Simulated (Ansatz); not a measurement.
## From LDA to G0W0: SiO2 (I-42d)

Wanted: the gap of SiO2 (I-42d) with a many-body correction, and the time that it takes.

Main program and level: Ansatz 0.2.0; LDA, then G0W0 on it, plane waves, PAW.

## Step 1: The starting structure

It takes space group I-42d (No. 122, tetragonal). Conventional cell: a = 4.748 Å, b = 4.748 Å, c = 7.488 Å, α = 90.00°, β = 90.00°, γ = 90.00°. Si has 4 O at 1.62 Å nearest. Nearest to O lie 2 Si at 1.62 Å. Farther neighbours and most contacts between anions are not listed.

The cell and positions come from the Crystallography Open Database and are kept as given unless a step says otherwise.

The logs state that the PAW files were generated under PBE.

## Step 2: Bands along the symmetry lines

Levels along a band path and on the mesh show where this functional puts the band edges.

This step: DFT, LDA, plane waves, PAW; PAW set soft_1.

input.yaml reads:

```yaml
crystal:
  lattice:
    - [-2.37405, 2.37405, 3.744]
    - [2.37405, -2.37405, 3.744]
    - [2.37405, 2.37405, -3.744]
  atoms:
    - { symbol: Si, position: [0.0, 0.0, 0.0] }
    - { symbol: Si, position: [0.75, 0.25, 0.5] }
    - { symbol: O, position: [0.99838, 0.625, 0.87338] }
    - { symbol: O, position: [0.375, 0.24838, 0.37338] }
    - { symbol: O, position: [0.75162, 0.125, 0.12662] }
    - { symbol: O, position: [0.875, 0.00162, 0.62662] }
kpoints:
  mp_grid: { grid: [8, 8, 8] }
  band_path:
    path:
      - [[0.0, 0.0, 0.0], [0.0, 0.0, 0.5], [0.25, 0.25, 0.25], [0.0, 0.5, 0.0], [0.0, 0.0, 0.0], [0.5, 0.5, -0.5], [0.35051897, 0.64948103, -0.35051897]]
      - [[-0.35051897, 0.35051897, 0.35051897], [0.0, 0.0, 0.0]]
      - [[0.0, 0.0, 0.5], [-0.20103795, 0.20103795, 0.5]]
      - [[0.5, 0.5, -0.20103795], [0.5, 0.5, -0.5]]
    npoints: 10
hamiltonian:
  xc: lda
  pseudopotentials: { kind: paw, azcp: { folder: soft_1 }, xc_functional: pbe }
scf:
  occupations: { method: fermi_dirac, width: 0.02 }
  n_extra_bands: 6
output:
  eigenvalues: true
  forces: true
  stress: true
  write_density: true
  write_potential: true
  elf: true
  volumetric_format: npy
```

Command:

```bash
ansatz run input.yaml --threads 3 --pin off --max-ram 92160MiB --backend cuda --events-out ev --progress --plain --runs-dir out --devices 1 --max-vram 13GiB
```

Numbers of over 12 decimals in the logs are rounded to 6 here.

Log:

```text
scf.n_extra_bands = 6 over 16 filled bands (N_el = 32.0): the run solves 22 bands
GPUs: using 1 of 1 available (devices: 1).
Engine: ansatz 0.2.0, x86_64-unknown-linux-gnu
Pseudopotentials: kind: paw
Pseudopotential: Si, paw, valence charge 4, recommended cutoff 420 eV (normal), soft_1/Si.paw.azcp
Pseudopotential: O, paw, valence charge 6, recommended cutoff 420 eV (normal), soft_1/O.paw.azcp
Functional definition: SPW92
  exchange = slater_x
  correlation = pw_c
device memory: the entry about to start is reckoned to put 2.3 GiB on a device that reports 52.0 GiB free (of which the cap on the GPU budget leaves the run 13.0 GiB)
GPU FFT provider: cuFFT
GPU libraries: cuBLAS 13.8.2, cuFFT 12.4.0, cuSOLVER 12.3.4
Crystal: 6 atoms, lattice volume = 84.406 Å³
Basis set: ecut = 420 eV, 1637 PW (Γ)
Bands: 22, of which v1, the nominal top of the filled ones, is band 16 counted from 1 (15 counted from 0)
Symmetry: 8 space group operations
Space group: I-42d (ITA 122), of the structure as read, at distance tolerance 4.4e-5 Å
k-points: 59 of 512 (time reversal used)
Non-local potential: Si, projectors of the file, l = 0: 2, l = 1: 2, l = 2: 1
Non-local potential: O, projectors of the file, l = 0: 2, l = 1: 2, l = 2: 1
PAW form: soft (Blöchl's): semilocal exchange-correlation on the pseudo side does not see the compensation charge
PAW frozen core: Si, regenerated for the run's functional, and the local potential with it (the file was generated under x = pbe(κ = 0.804, μ = 0.219515), c = pbe(β = 0.066725))
PAW frozen core: O, regenerated for the run's functional, and the local potential with it (the file was generated under x = pbe(κ = 0.804, μ = 0.219515), c = pbe(β = 0.066725))
PAW one-centre angular grid: Si, 110 points (default); XC on 64 Gauss nodes
PAW one-centre angular grid: O, 110 points (default); XC on 64 Gauss nodes
Initial density: superposition of atomic densities (chi_scale 0.1, normalization cell, long waves kept (reshape's long-wave potential 0.00 eV rms))
Initial wavefunctions: pseudopotential atomic-orbital guess
GPU buffer pool allocated for 46656 grid points (all kernels)
GPU transforms: local potential and band sums: pruned to the plane-wave sphere, on 36×36×36
Functional: x = slater, c = lda
SCF iter   1: F=—  HF=-3448.426932 eV  |F-HF|=—  |Δ(HF+E_count)|=         —  Δρ=1.17e-1  dr2=1.04e1  ethr=3.10e-3  ⟨swp⟩=7.0  Hψ=7738  notcnv=0
preconditioner: auto → none  [insulator: Δε(μ)=7.286 eV  Ē_g=17.688 eV  σ=0.020 eV  W_gap=1.00  n_scr=14 (ndim 8)  ℏωp=22.9 eV  f_vac=0.102  D(μ)=0.00/eV (n_scr^D=0)  ε∞_Penn≈2.7]
SCF iter   2: F=—  HF=-3445.784150 eV  |F-HF|=—  |Δ(HF+E_count)|=    2.64e0  Δρ=6.35e-2  dr2=1.51e0  ethr=3.10e-3  ⟨swp⟩=3.7  Hψ=3856  notcnv=0  defer=118
SCF iter   3: F=—  HF=-3445.360369 eV  |F-HF|=—  |Δ(HF+E_count)|=   4.24e-1  Δρ=1.88e-2  dr2=1.34e-1  ethr=3.10e-3  ⟨swp⟩=2.0  Hψ=2671  notcnv=0  defer=118
SCF iter   4: F=—  HF=-3445.348422 eV  |F-HF|=—  |Δ(HF+E_count)|=   1.19e-2  Δρ=1.30e-3  dr2=6.09e-4  ethr=4.19e-4  ⟨swp⟩=2.6  Hψ=2152  notcnv=0  defer=118
SCF iter   5: F=—  HF=-3445.348696 eV  |F-HF|=—  |Δ(HF+E_count)|=   2.74e-4  Δρ=2.41e-4  dr2=1.35e-5  ethr=1.90e-6  ⟨swp⟩=2.3  Hψ=1977  notcnv=0  defer=118
SCF iter   6: F=—  HF=-3445.348803 eV  |F-HF|=—  |Δ(HF+E_count)|=   1.07e-4  Δρ=2.91e-5  dr2=4.96e-7  ethr=4.20e-8  ⟨swp⟩=2.3  Hψ=2144  notcnv=0  defer=118
SCF iter   7: F=-3445.348803 eV  HF=-3445.348803 eV  |F-HF|=4.85e-10  |Δ(HF+E_count)|=   7.28e-8  Δρ=2.72e-6  dr2=2.31e-9  ethr=3.13e-10  ⟨swp⟩=17.9  Hψ=11753  notcnv=0
SCF 1 converged in 7 iterations: F = -3445.348803 eV  dr2 = 2.31e-9
  greatest PAW one-centre occupation: 0.856 electrons in one spin orbital (limit 2), on the O atom at site 5 (counted from 0), in its partial waves of l = 0
device memory: the entry about to start is reckoned to put 2.5 GiB on a device that reports 52.2 GiB free (of which the cap on the GPU budget leaves the run 13.0 GiB)
NSCF: frozen V_eff on 94 k-points, pencils in batches of 32, up to order 100
SCF converged after 7 iterations
Free energy (F): -3445.348803 eV
Harris-Foulkes:  -3445.348803 eV  (|F-HF|=4.85e-10)
Internal energy: -3445.348803 eV  (E = F + TS)
E sigma→0 (E₀):  -3445.348803 eV
Fermi energy:    3.741378 eV
--- Per-component energies (eV) ---
  E_band       = -181.126402
  E_kinetic    = 771.675139
  E_local      = -2183.365020  (includes V_loc(G=0)·N_el)
  E_nonlocal   = 263.900131
  E_hartree    = 807.170828
  E_xc         = -394.813806
  E_vxc        = -459.938384  (∫ρ·V_xc dr)
  E_paw        = -1581.775573  (= ΣΔE_a)
  E_vpaw       = -187.744140  (= ΣTr[D̂ρ^β])
  E_aug_tail   = 0.003432  (compensation charges beyond the density's cutoff)
  E_ewald      = -1128.700283
  E_core_change = 0.556347  (= ΣΔE_core)
  E_smearing   = -0.000000  (= −TS)
  E_closure    = -0.000000  (closes the sum)
  Σ components = -3445.348803   (vs F -3445.348803, Δ=0.00e0)
--- Forces (eV/Å), atoms counted from 1 ---
  atom   1  Si     0.00000000    -0.00000000     0.00000000
  atom   2  Si     0.00000000     0.00000000     0.00000000
  atom   3  O     -0.00000000    -0.27696055    -0.00000000
  atom   4  O     -0.27696055     0.00000000     0.00000000
  atom   5  O     -0.00000000     0.27696055     0.00000000
  atom   6  O      0.27696055    -0.00000000    -0.00000000
  max |Σ_I F_I| component: 5.20e-18 eV/Å
--- Stress (GPa, compression-positive) ---
       -2.144052      -0.000000       0.000000
        0.000000      -2.144052       0.000000
        0.000000       0.000000      -4.165026
  P = ⅓ Tr σ = -2.8177 GPa (-28.177 kbar)
--- Band table (eV; the first three rows and the last of 59) ---
  k-point 0: bands = [... 12 lower, -0.5178, -0.2293, 0.8041, 0.8041, 6.6258, 9.2615, 11.8999, 11.8999, ... 2 higher]
  k-point 1: bands = [... 12 lower, -0.5430, -0.1215, 0.7743, 0.7780, 6.9972, 9.5097, 11.2836, 11.7856, ... 2 higher]
  k-point 2: bands = [... 12 lower, -0.4708, 0.0545, 0.7064, 0.7072, 7.9333, 10.1316, 10.7479, 11.3260, ... 2 higher]
  k-point 58: bands = [... 12 lower, -0.6973, -0.6973, 0.7012, 0.7012, 9.5984, 9.5984, 10.2797, 10.2797, ... 2 higher]
```

Elapsed: 14 s, on 1 × NVIDIA H100 80GB HBM3 (shared by 6 runs) with 3 threads of AMD EPYC 7R13 (Zen 3), shared host; peak memory 0.89 GiB.

This step gave:

| Property | Result |
| --- | --- |
| pressure | -2.818 GPa |
| filled bands | 16 |
| gap | 5.822 eV |
| valence top at | Γ |
| conduction bottom at | Γ |
| least direct gap | 5.822 eV |

Over mesh and path the gap is 5.822 eV, direct, at k = Γ.

Electronic bands along the path, in eV, zero at the top of the highest nominally filled band:

```csv
point,band 13,band 14,band 15,band 16,band 17,band 18,band 19,band 20
Γ,-1.32,-1.03,0.00,0.00,5.82,8.46,11.10,11.10
halfway,-1.27,-0.75,-0.10,-0.10,7.13,9.33,9.94,10.52
X,-0.74,-0.74,-0.23,-0.23,9.25,9.25,9.94,9.94
halfway,-0.77,-0.77,-0.26,-0.26,9.24,9.24,9.80,9.80
P,-0.80,-0.80,-0.29,-0.29,9.24,9.24,9.70,9.70
halfway,-1.12,-0.79,-0.33,-0.15,8.61,9.17,9.81,9.83
N,-1.27,-0.68,-0.28,-0.18,8.21,8.95,9.79,10.00
halfway,-1.31,-0.87,-0.09,-0.08,6.76,9.04,9.93,10.52
Γ,-1.32,-1.03,0.00,0.00,5.82,8.46,11.10,11.10
halfway,-1.60,-1.06,-0.07,-0.07,6.95,8.88,9.93,9.93
M,-1.50,-1.50,-0.10,-0.10,8.79,8.79,9.48,9.48
halfway,-1.52,-1.32,-0.18,-0.11,8.87,8.96,9.32,9.54
S,-1.16,-1.02,-0.40,-0.13,8.84,9.10,9.44,9.75
jump to S0,-1.16,-1.02,-0.40,-0.13,8.84,9.10,9.44,9.75
halfway,-1.14,-0.85,-0.19,-0.09,7.07,9.29,9.87,10.80
Γ,-1.32,-1.03,0.00,0.00,5.82,8.46,11.10,11.10
jump to X,-0.74,-0.74,-0.23,-0.23,9.25,9.25,9.94,9.94
halfway,-0.75,-0.75,-0.26,-0.26,9.24,9.24,9.99,9.99
R,-0.86,-0.86,-0.28,-0.28,9.24,9.24,9.77,9.77
jump to G,-0.86,-0.86,-0.28,-0.28,9.24,9.24,9.77,9.77
halfway,-1.27,-1.27,-0.18,-0.18,9.03,9.03,9.42,9.42
M,-1.50,-1.50,-0.10,-0.10,8.79,8.79,9.48,9.48
```

Electrostatic potential energy in the ac plane of the conventional cell at fractional y = 0.000, with atoms of Si within 0.2 Å of it. With pseudopotentials it is smooth inside the atoms' cores, unlike the true potential.

Ten even steps from '_' (-32 eV) to '@' (9 eV), each cell a mean:
```
--__--##%%@@@@@@@@@@%%**__..
__::++==**%%%%%%%%##++++==__
++**++::--##**++**++::--##**
%%%%##++++==____::++==**%%%%
@@@@@@%%**__..--__--##%%@@@@
@@@@@@%%++__--**__::##@@@@@@
@@@@@@%%**..______==%%@@@@@@
@@@@@@@@%%**--::==##%%@@@@@@
@@@@@@@@@@%%####%%%%@@@@@@@@
@@@@@@@@@@@@@@@@@@@@@@@@@@@@
@@@@@@@@@@@@@@@@@@@@@@@@@@@@
@@@@@@@@@@@@@@@@@@@@@@@@@@@@
@@@@@@@@@@@@@@@@@@@@@@@@@@@@
@@@@@@@@@@@@@@@@@@@@@@@@@@@@
@@@@@@@@@@@@@@@@@@@@@@@@@@@@
@@@@@@@@@@@@@@@@@@@@@@@@@@@@
@@@@@@@@@@@@@@@@@@@@@@@@@@@@
@@@@@@@@@@@@@@@@@@@@@@@@@@@@
##%%%%@@@@@@@@@@@@@@@@@@%%##
::==##%%@@@@@@@@@@@@@@%%**--
____==%%@@@@@@@@@@@@%%**..__
**__::##@@@@@@@@@@@@%%++__--
```
Columns run along a (4.7 Å; values clipped at the 3rd and 97th percentile), rows up along c (7.5 Å), edges of the conventional cell, whose origin can differ from the input's. Atoms in or near the plane, at fractional coordinates: Si at (0.00, 0.00), Si at (0.50, 0.75).

ELF in the ac plane of the conventional cell at fractional y = 0.000, with atoms of Si within 0.2 Å of it. It is the smooth field of the valence electrons, not physical close to the nuclei.

Ten even steps from '0' (0.00) to '9' (0.80), each cell a mean:
```
24787510367862
27999731589994
37999952799995
25899942799973
13678632478751
01344223134320
00012222221100
00013332332000
00023322332100
00012211122100
00000000010000
00000000000000
00000000000000
00000000000000
00000000000000
00000000000000
00100000000000
11221000001221
23321000002332
23320000001332
12210000001222
31343200133422
```
Columns run along a (4.7 Å), rows up along c (7.5 Å), edges of the conventional cell, whose origin can differ from the input's. Atoms in or near the plane, at fractional coordinates: Si at (0.00, 0.00), Si at (0.50, 0.75).

(Continued in part 2 of 2.)

[Paths, hosts, dates, memory and timing lines, banners, echoed tables and standing remarks are left out of the program output.]

[Logs are printed without paths, hosts, clocks, repeated set-up lines and the standing remarks that a program may print on its own settings, such as how far it seeks lower states.]

[Runs of the session that timed out or met a known fault of the program may be left out.]

[Cells called generated may have been cut or substituted from an entry of the Crystallography Open Database or the Materials Project.]

[Hosts, paths, dates, database ids (printed as entryN), source tags and the programs' standing remarks are cut or masked in the printed files.]

[Where an RPA ε∞ is given, it is that of the G0W0 mesh and is not shown converged in it. Names of k-points follow the symmetry that the program found, which can be lower than the space group named. Band edges on a path are those of the sampled points; other points can move an edge, and change direct to indirect where valleys lie close.]

[Hybrid gaps are those of their k-mesh and are not shown converged in it.]
